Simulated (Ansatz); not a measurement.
# Lattice dynamics of GePbO3 (Pm-3m)

Wanted: vibrations and spectra of GePbO3 (Pm-3m); the cell is already relaxed. After the zone centre comes a 4×4×4 q mesh on a 12×12×12 k mesh.

Program: Ansatz 0.2.0. Level of theory: DFT PBEsol, scalar-relativistic, plane waves, PAW; PAW set soft_1. Results are calculated unless marked as measured.

**1. The structure**

Symmetry: Pm-3m, No. 221, cubic system. The conventional cell has a = 3.841 Å, b = 3.841 Å, c = 3.841 Å, α = 90.00°, β = 90.00°, γ = 90.00°. Nearest to Ge lie 6 O at 1.92 Å. Pb has 12 O at 2.72 Å nearest. Nearest to O lie 2 Ge at 1.92 Å and 4 Pb at 2.72 Å. Farther neighbours and most contacts between anions are not listed.

**2. Modes at Γ**

The cell comes from relaxations at this level that are not shown. The zone centre comes first: it holds the modes that light can see, as far as symmetry allows. No field response is asked, since the mesh shows no gap.

Input file input.yaml:

```yaml
crystal:
  lattice:
    - [3.8407227152, 0.0, 0.0]
    - [0.0, 3.8407227152, 0.0]
    - [0.0, 0.0, 3.8407227152]
  atoms:
    - { symbol: Ge, position: [0.5, 0.5, 0.5] }
    - { symbol: Pb, position: [0.0, 0.0, 0.0] }
    - { symbol: O, position: [0.0, 0.5, 0.5] }
    - { symbol: O, position: [0.5, 0.5, 0.0] }
    - { symbol: O, position: [0.5, 0.0, 0.5] }
kpoints:
  mp_grid: { grid: [12, 12, 12] }
hamiltonian:
  xc: pbesol
  pseudopotentials: { kind: paw, azcp: { folder: soft_1 }, xc_functional: pbe }
scf:
  occupations: { method: methfessel_paxton, width: 0.2 }
output:
  eigenvalues: true
phonons:
  method: dfpt
```

The run is started by

```
ansatz run input.yaml --threads 4 --pin off --max-ram 10240MiB --backend cpu --events-out ev --progress --plain --runs-dir out
```

Numbers of over 12 decimals in the logs are rounded to 6 here.

Log:

```text
zone centre: on kpoints.mp_grid the ground state, and the responses unless they are solved on pairs of k-points, stand on 343 of the mesh's 1728 k-points, reduced under 8 symmetry operations, with k and −k counted as one. Each operation leaves every solved displacement unchanged or reverses it
Engine: ansatz 0.2.0, aarch64-unknown-linux-gnu
Pseudopotentials: kind: paw
Pseudopotential: Ge, paw, valence charge 14, recommended cutoff 420 eV (normal), soft_1/Ge.paw.azcp
Pseudopotential: Pb, paw, valence charge 14, recommended cutoff 420 eV (normal), soft_1/Pb.paw.azcp
Pseudopotential: O, paw, valence charge 6, recommended cutoff 420 eV (normal), soft_1/O.paw.azcp
Functional definition: PBEsol
  exchange = pbesol_x
  correlation = pbesol_c
Crystal: 5 atoms, lattice volume = 56.655 Å³
Basis set: ecut = 420 eV, 1141 PW (Γ), exchange–correlation on 54×54×54 points (8 copies of the dense FFT grid, shifted against one another)
Bands: 28, of which v1, the nominal top of the filled ones, is band 23 counted from 1 (22 counted from 0)
Symmetry: 48 space group operations
k-points: 343 of 1728 (irreducible under 8 space group operations)
Non-local potential: Ge, projectors of the file, l = 0: 2, l = 1: 2, l = 2: 3, l = 3: 1
Non-local potential: Pb, projectors of the file, l = 0: 2, l = 1: 2, l = 2: 2, l = 3: 1
Non-local potential: O, projectors of the file, l = 0: 2, l = 1: 2, l = 2: 1
PAW form: soft (Blöchl's): semilocal exchange-correlation on the pseudo side does not see the compensation charge
PAW frozen core: Ge, regenerated for the run's functional, and the local potential with it (the file was generated under x = pbe(κ = 0.804, μ = 0.219515), c = pbe(β = 0.066725))
PAW frozen core: Pb, regenerated for the run's functional, and the local potential with it (the file was generated under x = pbe(κ = 0.804, μ = 0.219515), c = pbe(β = 0.066725))
PAW frozen core: O, regenerated for the run's functional, and the local potential with it (the file was generated under x = pbe(κ = 0.804, μ = 0.219515), c = pbe(β = 0.066725))
PAW one-centre angular grid: Ge, 590 points (default); XC on 64 Gauss nodes
PAW one-centre angular grid: Pb, 590 points (default); XC on 64 Gauss nodes
PAW one-centre angular grid: O, 110 points (default); XC on 64 Gauss nodes
Initial density: superposition of atomic densities (chi_scale 0.1, normalization cell, long waves kept (reshape's long-wave potential 0.00 eV rms))
Initial wavefunctions: pseudopotential atomic-orbital guess
Functional: x = pbesol(κ = 0.804, μ = 0.123457), c = pbesol(β = 0.046)
SCF iter   1: F=—  HF=-17693.022581 eV  |F-HF|=—  |Δ(HF+E_count)|=         —  Δρ=7.88e-2  dr2=1.93e0  ethr=3.10e-3  ⟨swp⟩=6.0  Hψ=43848  notcnv=0
preconditioner: auto → Resta (q_TF=auto, 2.635 Å⁻¹)  ε∞=4.0  [insulator: Δε(μ)=0.313 eV  Ē_g=19.360 eV  σ=0.200 eV  W_gap=0.63  n_scr=18 (ndim 8)  ℏωp=33.5 eV  f_vac=0.000  D(μ)=0.09/eV (n_scr^D=0)  ε∞_Penn≈4.0]
SCF iter   2: F=—  HF=-17692.623197 eV  |F-HF|=—  |Δ(HF+E_count)|=   3.99e-1  S|Δr|=    0.00e0  Δρ=3.85e-2  dr2=2.99e-1  ethr=3.10e-3  ⟨swp⟩=2.8  Hψ=19431  notcnv=0  defer=332
preconditioner: auto → Kerker (q_TF=auto, 2.635 Å⁻¹)  [metal: Δε(μ)=0.062 eV  Ē_g=19.110 eV  σ=0.200 eV  W_gap=0.25  n_scr=18 (ndim 8)  ℏωp=33.5 eV  f_vac=0.000  D(μ)=0.11/eV (n_scr^D=0)]
SCF iter   3: F=—  HF=-17692.567766 eV  |F-HF|=—  |Δ(HF+E_count)|=   5.54e-2  S|Δr|=    0.00e0  Δρ=1.23e-2  dr2=4.72e-2  ethr=6.50e-4  ⟨swp⟩=2.0  Hψ=10584  notcnv=0  defer=332
SCF iter   4: F=—  HF=-17692.562697 eV  |F-HF|=—  |Δ(HF+E_count)|=   5.07e-3  S|Δr|=    0.00e0  Δρ=2.15e-3  dr2=2.80e-3  ethr=1.03e-4  ⟨swp⟩=2.4  Hψ=14382  notcnv=0  defer=332
SCF iter   5: F=—  HF=-17692.563281 eV  |F-HF|=—  |Δ(HF+E_count)|=   5.83e-4  S|Δr|=    0.00e0  Δρ=9.76e-4  dr2=6.90e-4  ethr=6.10e-6  ⟨swp⟩=2.0  Hψ=15988  notcnv=0  defer=332
SCF iter   6: F=—  HF=-17692.563096 eV  |F-HF|=—  |Δ(HF+E_count)|=   1.84e-4  S|Δr|=    0.00e0  Δρ=3.09e-4  dr2=1.37e-4  ethr=1.50e-6  ⟨swp⟩=2.4  Hψ=16964  notcnv=0  defer=332
SCF iter   7: F=—  HF=-17692.563052 eV  |F-HF|=—  |Δ(HF+E_count)|=   4.41e-5  S|Δr|=    0.00e0  Δρ=1.21e-4  dr2=1.07e-5  ethr=2.98e-7  ⟨swp⟩=2.0  Hψ=16883  notcnv=0  defer=332
SCF iter   8: F=—  HF=-17692.563053 eV  |F-HF|=—  |Δ(HF+E_count)|=   9.72e-7  S|Δr|=    0.00e0  Δρ=2.34e-5  dr2=3.17e-7  ethr=2.32e-8  ⟨swp⟩=2.0  Hψ=17104  notcnv=0  defer=332
SCF iter   9: F=—  HF=-17692.563053 eV  |F-HF|=—  |Δ(HF+E_count)|=   2.94e-7  S|Δr|=    0.00e0  Δρ=4.01e-6  dr2=7.64e-9  ethr=6.89e-10  ⟨swp⟩=2.0  Hψ=16529  notcnv=0  defer=332
SCF iter  10: F=—  HF=-17692.563053 eV  |F-HF|=—  |Δ(HF+E_count)|=  8.69e-10  S|Δr|=    0.00e0  Δρ=1.76e-6  dr2=1.52e-9  ethr=1.66e-11  ⟨swp⟩=2.0  Hψ=17039  notcnv=0  defer=332
SCF iter  11: F=—  HF=-17692.563053 eV  |F-HF|=—  |Δ(HF+E_count)|=  1.27e-10  S|Δr|=    0.00e0  Δρ=8.67e-7  dr2=3.87e-10  ethr=3.31e-12  ⟨swp⟩=2.0  Hψ=15447  notcnv=0  defer=332
SCF iter  12: F=—  HF=-17692.563053 eV  |F-HF|=—  |Δ(HF+E_count)|=  5.46e-11  S|Δr|=    0.00e0  Δρ=2.97e-7  dr2=2.99e-11  ethr=1.00e-12  ⟨swp⟩=2.0  Hψ=15053  notcnv=0  defer=332
SCF iter  13: F=-17692.563053 eV  HF=-17692.563053 eV  |F-HF|=3.64e-12  |Δ(HF+E_count)|=  7.28e-12  S|Δr|=    0.00e0  Δρ=4.78e-8  dr2=1.03e-12  ethr=1.00e-12  ⟨swp⟩=11.3  Hψ=49703  notcnv=0
SCF 1 converged in 13 iterations: F = -17692.563053 eV  dr2 = 1.03e-12
  greatest PAW one-centre occupation: 0.999 electrons in one spin orbital (limit 2), on the Ge atom at site 0 (counted from 0), in its partial waves of l = 2
DFPT response loops at Γ: preconditioner auto → Kerker (q_TF=auto, 2.635 Å⁻¹) (partly filled bands, converged f_vac=0.000); β = 1.00, the filter's whole step (`scf.mixing.beta` (0.50) is not read by the response loops under this deck's `scf.mixing.preconditioner`; to damp them name `kerker` or `kerker_dos`, under which they read `scf.mixing.beta`, and type it under 1.00, their step now; both keys bind the ground state too); Broyden in place of MSR1
SCF converged after 13 iterations
Stability not checked: this state was not tested for a lower state beside it, because cold or Methfessel-Paxton smearing, or corrected tetrahedra, fill the levels in a way that the test cannot read (fill_not_monotonic; see scf.lower_state_search)
Free energy (F): -17692.563053 eV
Harris-Foulkes:  -17692.563053 eV  (|F-HF|=3.64e-12)
Internal energy: -17692.566893 eV  (E = F + TS)
E sigma→0 (E₀):  -17692.564013 eV
Entropy (-TS):   0.003841 eV (0.768 meV/atom)
Fermi energy:    11.569865 eV
Step filling:    the computed levels leave a gap of 0.0000 eV = 0.0 smearing widths at the electron count; against every level under it full and every level over it empty, smearing changes F+E_penalty+E_count by +0.460 meV and its σ→0 estimate by -0.500 meV
--- Per-component energies (eV) ---
  E_band       = -40.650445
  E_kinetic    = 892.527485
  E_local      = -3499.580776  (includes V_loc(G=0)·N_el)
  E_nonlocal   = 693.586538
  E_hartree    = 1526.055245
  E_xc         = -488.901955
  E_vxc        = -477.684521  (∫ρ·V_xc dr)
  E_paw        = -12691.770377  (= ΣΔE_a)
  E_vpaw       = -701.612002  (= ΣTr[D̂ρ^β])
  E_aug_tail   = 0.002342  (compensation charges beyond the density's cutoff)
  E_ewald      = -4125.571368
  E_core_change = 1.085972  (= ΣΔE_core)
  E_smearing   = 0.003841  (= −TS)
  E_closure    = -0.000000  (closes the sum)
  Σ components = -17692.563053   (vs F -17692.563053, Δ=0.00e0)
--- Band table (eV; the first three rows and the last of 343) ---
  k-point 0: bands = [... 19 lower, 9.7952, 9.9601, 9.9601, 9.9601, 11.2100, 19.9457, 19.9457, 19.9457, ... 1 higher]
  k-point 1: bands = [... 19 lower, 9.7647, 9.9446, 9.9535, 9.9535, 11.6256, 19.3542, 19.8111, 19.8111, ... 1 higher]
  k-point 2: bands = [... 19 lower, 9.6255, 9.9023, 9.9872, 9.9872, 12.4806, 18.2606, 19.4840, 19.4840, ... 1 higher]
  k-point 342: bands = [... 19 lower, 9.6198, 11.2292, 11.2292, 11.2292, 18.3532, 18.3532, 18.3532, 18.9483, ... 1 higher]
--- Phonons (Γ-DFPT): 4 representative perturbations + reference, on 343 of 1728 k-points (Σ response iterations 13) ---
  k mesh reduced under 8 symmetry operations, with k and −k counted as one. Each operation leaves every solved displacement unchanged or reverses it
  ASR residual: 1.876e-5 → 0.000e0 eV/Å²; symmetrization residual: 6.434e-6 eV/Å²
  ASR residual per site (eV/Å²): 1.46e-5 1.88e-5 8.26e-6 8.26e-6 8.26e-6
  Γ frequencies (cm⁻¹): 0.00 0.00 0.00 48.29 48.29 48.29 202.82 202.82 202.82 270.75 270.75 270.75 557.37 557.37 557.37
  non-analytic LO–TO correction: not included (Born effective charges unavailable; polar crystals: no LO–TO splitting at Γ)
```

Elapsed: 84 s, on 4 threads of Arm Neoverse V1, shared host; peak memory 1.8 GiB.

Numbers from this step:

```yaml
volume_per_atom: 11.33 Å³
gap_on_the_k_mesh: 0 eV
sum_rule_residual_before_enforcement: 1.88e-5 eV/Å²
point_group: m-3m
highest_optical_mode_at_the_zone_centre_no_lo_to_term: 557.4 cm⁻¹
lowest_optical_zone_centre_mode: 48.29 cm⁻¹
```

Patterns of degenerate modes are one choice out of their space. Modes at Γ, with each element's share of the kinetic energy:

| mode | frequency (cm⁻¹) | symmetry | Ge % | Pb % | O % |
| --- | --- | --- | --- | --- | --- |
| 1 | 0.0 | acoustic | 22 | 63 | 15 |
| 2 | 0.0 | acoustic | 22 | 63 | 15 |
| 3 | 0.0 | acoustic | 22 | 63 | 15 |
| 4 | 48.3 | T1u | 11 | 31 | 58 |
| 5 | 48.3 | T1u | 11 | 31 | 58 |
| 6 | 48.3 | T1u | 11 | 31 | 58 |
| 7 | 202.8 | T1u | 64 | 6 | 31 |
| 8 | 202.8 | T1u | 64 | 6 | 31 |
| 9 | 202.8 | T1u | 64 | 6 | 31 |
| 10 | 270.8 | T2u | 0 | 0 | 100 |
| 11 | 270.8 | T2u | 0 | 0 | 100 |
| 12 | 270.8 | T2u | 0 | 0 | 100 |
| 13 | 557.4 | T1u | 3 | 0 | 96 |
| 14 | 557.4 | T1u | 3 | 0 | 96 |
| 15 | 557.4 | T1u | 3 | 0 | 96 |

Displacements in mode 4 (48.3 cm⁻¹), the largest set to 1:
```
Ge1 -0.05 -0.31 -0.01
Pb2  0.05  0.31  0.01
O3  -0.09 -1.00 -0.03
O4  -0.15 -1.00 -0.02
O5  -0.15 -0.64 -0.03
```

Displacements in mode 14 (557.4 cm⁻¹), the largest set to 1:
```
Ge1  0.00 -0.10 -0.01
Pb2  0.00  0.00  0.00
O3   0.00 -0.26 -0.04
O4   0.00 -0.26  0.14
O5   0.00  1.00 -0.04
```

Before it was imposed, the acoustic sum rule was missed by 1.9e-5 eV/Å². Small misses are needed for a sound result but don't prove that mesh and cutoff are converged. The lowest optical mode is real, 48.3 cm⁻¹.

(Continued in part 2 of 2.)

[Logs are printed without paths, hosts, clocks, repeated set-up lines and the standing remarks that a program may print on its own settings, such as how far it seeks lower states.]

[Hosts, paths, dates, database ids (printed as entryN), source tags and the programs' standing remarks are cut or masked in the printed files.]
